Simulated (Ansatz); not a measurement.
# Mg on Cu(111): change of the work function, part 2 of 2

Wanted: Δφ(θ) for Mg/Cu(111), starting from the fcc site.

Ansatz 0.2.0; plane-wave DFT, PBE, Ansatz PAW.

So far, work function, upper face (eV): step 2 (the clean slab) 4.79; step 3 (37 atoms, coverage 0.111 ML, cell 3x3) 3.46.

**4. Adsorbate added, k-mesh 6×6×1, coverage 0.25 ML**

System of this step: Mg/Cu(111). The cell holds 17 atoms: 16 Cu and 1 Mg. Its edges and angles: a = 5.105 Å, b = 5.105 Å, c = 26.647 Å, α = 90.0°, β = 90.0°, γ = 60.0°. Vacuum lies along c.

Another coverage, to see how the dipoles act on each other as their distance changes.

The input, input.yaml:

```yaml
crystal:
  lattice:
    - [5.1053109602, 1.0e-10, 0.0]
    - [2.5526554801, 4.4213289858, 0.0]
    - [0.0, 0.0, 26.6474403421]
  atoms:
    - { symbol: Cu, position: [0.0, 0.0, 0.3377435087] }
    - { symbol: Cu, position: [0.1666666667, 0.1666666667, 0.4159586936] }
    - { symbol: Cu, position: [0.3333333333, 0.3333333333, 0.4941738784] }
    - { symbol: Cu, position: [0.0, 0.0, 0.5723890633] }
    - { symbol: Cu, position: [0.0, 0.5, 0.3377435087] }
    - { symbol: Cu, position: [0.1666666667, 0.6666666667, 0.4159586936] }
    - { symbol: Cu, position: [0.3333333333, 0.8333333333, 0.4941738784] }
    - { symbol: Cu, position: [0.0, 0.5, 0.5723890633] }
    - { symbol: Cu, position: [0.5, 0.0, 0.3377435087] }
    - { symbol: Cu, position: [0.6666666667, 0.1666666667, 0.4159586936] }
    - { symbol: Cu, position: [0.8333333333, 0.3333333333, 0.4941738784] }
    - { symbol: Cu, position: [0.5, 0.0, 0.5723890633] }
    - { symbol: Cu, position: [0.5, 0.5, 0.3377435087] }
    - { symbol: Cu, position: [0.6666666667, 0.6666666667, 0.4159586936] }
    - { symbol: Cu, position: [0.8333333333, 0.8333333333, 0.4941738784] }
    - { symbol: Cu, position: [0.5, 0.5, 0.5723890633] }
    - { symbol: Mg, position: [0.1666666667, 0.1666666667, 0.6622564913] }
kpoints:
  mp_grid: { grid: [6, 6, 1] }
hamiltonian:
  xc: pbe
scf:
  occupations: { method: fermi_dirac, width: 0.1 }
  convergence: { dr2_threshold: 1.0e-08 }
efield:
  axis: 3
  dipole_correction: true
  ramp_position: 0.97
  ramp_width: 0.06
relax:
  f_tol: 0.02
  max_steps: 60
  constraints: [{ sites: [0, 1, 4, 5, 8, 9, 12, 13] }]
output:
  dos: { projected: true, e_range: [-8, 4] }
  write_potential: true
  write_density: true
  volumetric_format: npy
  elf: true
```

On the command line:

```sh
$ ansatz run input.yaml --threads 4 --pin off --max-ram 16384MiB --backend cpu --events-out ev --progress --plain --runs-dir out
```

It took 2.2 min on 4 threads of Arm Neoverse V2, shared host; peak memory 2.8 GiB.

The steps of the relaxation:

```
step  energy less that of the first step (eV)  largest force component (eV/Å)
   1                                   0.0000                          0.6886
   2                                  -0.0753                          0.4376
   3                                  -0.1075                          0.2522
   4                                  -0.1057                          0.1834
   5                                  -0.1168                          0.0103
```

Relaxation step 4 was tried and not accepted.

Forces are held to the 6 operations that the program found; a distortion that breaks them can't arise in this run.

The atoms that moved most (Å):

```
atom      dx      dy      dz  length
Mg17   0.000   0.000  -0.290   0.290
Cu16   0.000   0.000   0.098   0.098
 Cu4  -0.012  -0.007  -0.021   0.025
Cu12   0.012  -0.007  -0.021   0.025
 Cu8   0.000   0.013  -0.021   0.025
Cu15   0.000   0.000  -0.017   0.017
Cu11  -0.005   0.003   0.000   0.006
 Cu3   0.005   0.003   0.000   0.006
```

The relaxed structure:

```cif
data_structure
_symmetry_space_group_name_H-M 'P 1'
_symmetry_Int_Tables_number 1
_cell_length_a 5.1053
_cell_length_b 5.1053
_cell_length_c 26.6474
_cell_angle_alpha 90.000
_cell_angle_beta 90.000
_cell_angle_gamma 60.000
_cell_volume 601.49
loop_
_atom_site_label
_atom_site_type_symbol
_atom_site_fract_x
_atom_site_fract_y
_atom_site_fract_z
_atom_site_occupancy
Cu1 Cu 0.00000 0.00000 0.33774 1
Cu2 Cu 0.16667 0.16667 0.41596 1
Cu3 Cu 0.33403 0.33403 0.49417 1
Cu4 Cu 0.99849 0.99849 0.57160 1
Cu5 Cu 0.00000 0.50000 0.33774 1
Cu6 Cu 0.16667 0.66667 0.41596 1
Cu7 Cu 0.33403 0.83194 0.49417 1
Cu8 Cu 0.99849 0.50301 0.57160 1
Cu9 Cu 0.50000 0.00000 0.33774 1
Cu10 Cu 0.66667 0.16667 0.41596 1
Cu11 Cu 0.83194 0.33403 0.49417 1
Cu12 Cu 0.50301 0.99849 0.57160 1
Cu13 Cu 0.50000 0.50000 0.33774 1
Cu14 Cu 0.66667 0.66667 0.41596 1
Cu15 Cu 0.83333 0.83333 0.49353 1
Cu16 Cu 0.50000 0.50000 0.57608 1
Mg17 Mg 0.16667 0.16667 0.65136 1
```

Numbers from this step:

```
energy at zero smearing        : -107922.8013 eV
work function, upper face      : 3.074 eV
work function, lower face      : 4.799 eV
dipole along the normal        : 0.2152 e·Å
step between the vacuum levels : -1.725 eV
```

Running mean over 2.084 Å of the planar mean; the ramp of the sawtooth is left out. Electron's electrostatic potential energy less the Fermi level against z:

```
z (Å)  electron's electrostatic potential energy less the Fermi level (eV)
    4                                                                 4.80
    5                                                                 4.79
    6                                                                 4.74
    7                                                                 4.10
    8                                                                -2.76
    9                                                                -8.57
   10                                                                -8.81
   11                                                                -8.86
   12                                                                -8.86
   13                                                                -8.82
   14                                                                -8.72
   15                                                                -8.76
   16                                                                -6.48
   17                                                               -0.667
   18                                                                0.178
   19                                                                 2.33
   20                                                                 2.96
   21                                                                 3.06
   22                                                                 3.07
   23                                                                 3.07
```

The density of states has structure finer than the step of the table below, so its rows give means over 0.25 eV. Peaks (eV: height): -2.890: 84.4, -2.770: 72.8, -2.650: 98.0, -2.470: 82.1, -2.200: 74.1, -2.080: 83.8, -1.680: 113.

Density of states against energy, zero at the Fermi level; means over each step:

```
energy (eV)  density of states (states/eV a cell)
      -7.75                                  1.59
      -7.50                                  2.49
      -7.25                                  1.96
      -7.00                                  2.06
      -6.75                                  1.70
      -6.50                                  3.27
      -6.25                                  2.46
      -6.00                                  3.37
      -5.75                                  2.10
      -5.50                                  6.97
      -5.25                                  7.10
      -5.00                                  4.71
      -4.75                                  18.6
      -4.50                                  17.4
      -4.25                                  31.0
      -4.00                                  31.8
      -3.75                                  35.2
      -3.50                                  37.4
      -3.25                                  45.0
      -3.00                                  69.7
      -2.75                                  61.8
      -2.50                                  45.6
      -2.25                                  53.7
      -2.00                                  69.2
      -1.75                                  78.5
      -1.50                                  37.6
      -1.25                                  6.12
      -1.00                                  7.10
      -0.75                                  5.50
      -0.50                                  5.00
      -0.25                                  8.02
       0.00                                  4.13
       0.25                                  8.14
       0.50                                  6.99
       0.75                                  4.01
       1.00                                  4.06
       1.25                                  5.73
       1.50                                  6.30
       1.75                                  6.04
```

Projected DOS per atom over height of the atomic layer and energy from the Fermi level. Layers: Cu4 Cu4 Cu4 Cu4 Mg from below.

Values in states/eV, 22 rows by 5 columns, each cell a mean:
```
0.19 0.15 0.15 0.12 0.03
0.15 0.21 0.23 0.15 0.16
0.12 0.14 0.12 0.11 0.31
0.35 0.29 0.26 0.34 0.46
0.26 0.22 0.27 0.25 0.30
0.28 0.27 0.27 0.26 0.55
0.47 0.38 0.37 0.42 0.49
1.98 1.89 1.67 1.06 0.28
5.13 4.12 4.23 4.18 0.16
3.76 2.71 3.11 3.71 0.15
4.85 3.46 3.49 4.26 0.25
2.40 2.91 2.91 3.60 0.25
1.79 2.12 1.95 2.50 0.38
1.24 2.47 2.38 1.60 0.08
0.63 1.35 1.28 0.84 0.06
0.37 0.64 0.65 0.41 0.08
0.27 0.39 0.40 0.32 0.05
0.19 0.14 0.19 0.21 0.05
0.13 0.22 0.21 0.17 0.02
0.09 0.14 0.12 0.12 0.01
0.09 0.17 0.15 0.13 0.01
0.06 0.12 0.12 0.08 0.01
```
Columns: height of the atomic layer (Å) from 9 to 17.4; rows upwards: energy from the Fermi level (eV) from -7.96 to 1.95.

Valence density in the ca plane at fractional y = 0.167, with atoms of Cu and Mg within 0.2 Å of it. It is the smooth field of the valence electrons, not physical close to the nuclei.

Ten steps, logarithmic in the rise over the least value, from '0' (0 e/Å³) to '9' (44 e/Å³), each cell a mean:
```
12311001100123211123210000000000000000000000
12211011110123211122110000000000000000000000
11110124321111110111100000000000000000000000
00100158741001000001000000000000000000000000
00000269951000000000000000000000000000000000
01100157731011000011000000000000000000000000
11110123211111110111100000000000000000000000
12311001100123211123210000000000000000000000
12211011100123211122110000000000000000000000
11110124321111110111100022100000000000000000
00100158741001000001000267400000000000000000
00000269951000000000000378500000000000000000
01100157731001000011100256300000000000000000
11110123210111110111100011000000000000000000
```
Columns run along c (16.0 Å, from fractional 0.31 to 0.91 of the cell), rows up along a (5.1 Å). Atoms in or near the plane, at fractional coordinates: Cu at (0.42, 0.17), Cu at (0.42, 0.67), Mg at (0.65, 0.17).

ELF in the ca plane at fractional y = 0.167, with atoms of Cu and Mg within 0.2 Å of it. It is the smooth field of the valence electrons, not physical close to the nuclei.

Ten even steps from '0' (0.00) to '9' (0.95), each cell a mean:
```
12111222222112112112123321268886421000000000
11112221222112112111123344566643100000000000
11112112212211122111122233333210000000000000
22222135521222222222222211110000000000000000
33332148721232222222322211000000000000000000
22222124421222222222222221111000000000000000
11112112112211112111122333443321000000000000
12111222222112112112123444577754210000000000
11112221122112112111123311158987521000000000
11112112212211122211233122116998752100000000
22222135521222222222331233304999863100000000
33332148721222222223341332413999864100000000
22222124421222222222231134304999863100000000
11112112112211112111223111017998742000000000
```
Columns run along c (16.0 Å, from fractional 0.31 to 0.91 of the cell), rows up along a (5.1 Å). Atoms in or near the plane, at fractional coordinates: Cu at (0.42, 0.17), Cu at (0.42, 0.67), Mg at (0.65, 0.17).

Electrostatic potential energy in the ca plane at fractional y = 0.167, with atoms of Cu and Mg within 0.2 Å of it. With pseudopotentials it is smooth inside the atoms' cores, unlike the true potential.

Values in eV, 8 rows by 16 columns, each cell a mean:
```
-14  -2   2   3  -9  -7  -7  -8   3   2   5   6   7   7   7   7
 -2   1 -20 -10  -1   0   1   0   6   6   6   6   7   7   7   7
  4   2 -38 -25   4   5   5   5   7   7   7   7   7   7   7   7
 -2   1 -21 -11   0   1   0   0   6   6   6   6   7   7   7   7
-14  -2   2   3  -9  -7  -7  -8   3   2   5   6   7   7   7   7
 -2   1 -20 -10  -1   0   1   0  -8 -17   2   6   6   7   7   7
  4   2 -38 -25   4   5   5   3 -22 -36   1   6   6   7   7   7
 -2   1 -21 -11   0   1   1   0  -9 -18   2   6   6   7   7   7
```
Columns run along c (16.0 Å, from fractional 0.31 to 0.91 of the cell; values clipped at the 3rd and 97th percentile), rows up along a (5.1 Å). Atoms in or near the plane, at fractional coordinates: Cu at (0.42, 0.17), Cu at (0.42, 0.67), Mg at (0.65, 0.17).

The relaxation took 5 steps and lowered the energy by 0.12 eV; the largest force on the free atoms ends at 0.010 eV/Å.

By hand: a sheet of dipoles makes a step −p/(ε₀A) in the electron's potential. With e/ε₀ = 180.95 V·Å, p = 0.2152 e·Å and A = 22.57 Å², that is −180.95 × (0.2152) / 22.57 = -1.725 eV, and the two vacuum levels of the run differ by -1.725 eV.

The covered face has 3.07 eV, -1.71 eV against the clean one; the bare back face has moved by +0.01 eV, a measure of how thin the slab is.

**5. Work function against coverage**

This step: plane-wave DFT, PBE, Ansatz PAW; work function against coverage (Ansatz 0.2.0).

The runs are now put side by side.

Numbers from this step:

| Property | Result |
| --- | --- |
| work function of the clean face | 4.786 eV |
| largest change of the work function | -1.712 eV |

Table of work function of the covered face by coverage:

```
coverage (adsorbates/nm²)  work function of the covered face (eV)
                     0.00                                    4.79
                     1.97                                    3.46
                     4.43                                    3.07
```

The dipole per adsorbate comes from the change of the cell's dipole. Coverage, by row:

```
coverage (1/nm²)  coverage (ML)  work function (eV)  change (eV)  dipole per adsorbate, positive end outwards (debye)  mean height of the added atoms over the highest substrate atom (Å)
           1.969         0.1111               3.458       -1.328                                                1.835                                                               2.063
            4.43           0.25               3.074       -1.712                                                1.034                                                               2.006
```

**6. What came out**

```yaml
work_function_of_the_clean_face: 4.79 eV
work_function_at_0p11_ml: 3.46 eV
work_function_at_0p25_ml: 3.07 eV
dipole_per_adsorbate_at_0p11_ml_positive_end_outwards: 1.83 D
```

What this shows: Mg lowers the work function of Cu(111) at the lowest coverage, by 1.33 eV: the adsorbate layer has its positive end outwards. The slab has 4 layers, at the tabulated experimental lattice constant, one starting site was run, and quantum-size effects of a slab this thin can reach one or two tenths of an eV.

[Long decimals in the printed logs are rounded to 6 places.]

[Logs are printed without paths, hosts, clocks, repeated set-up lines and the standing remarks that a program may print on its own settings, such as how far it seeks lower states.]

[Hosts, paths, dates, database ids (printed as entryN), source tags and the programs' standing remarks are cut or masked in the printed files.]

[Maps of the electrostatic potential energy from Ansatz leave out the sawtooth potential of an applied field or a dipole correction, so their vacuum need not be flat; planar profiles and work functions include it.]

[The density of states shown here was stored with 400 of the rows of the run's finer table, so its peaks can read low, often by over a quarter, or be missed, and its means over a window can be off by a tenth or more.]
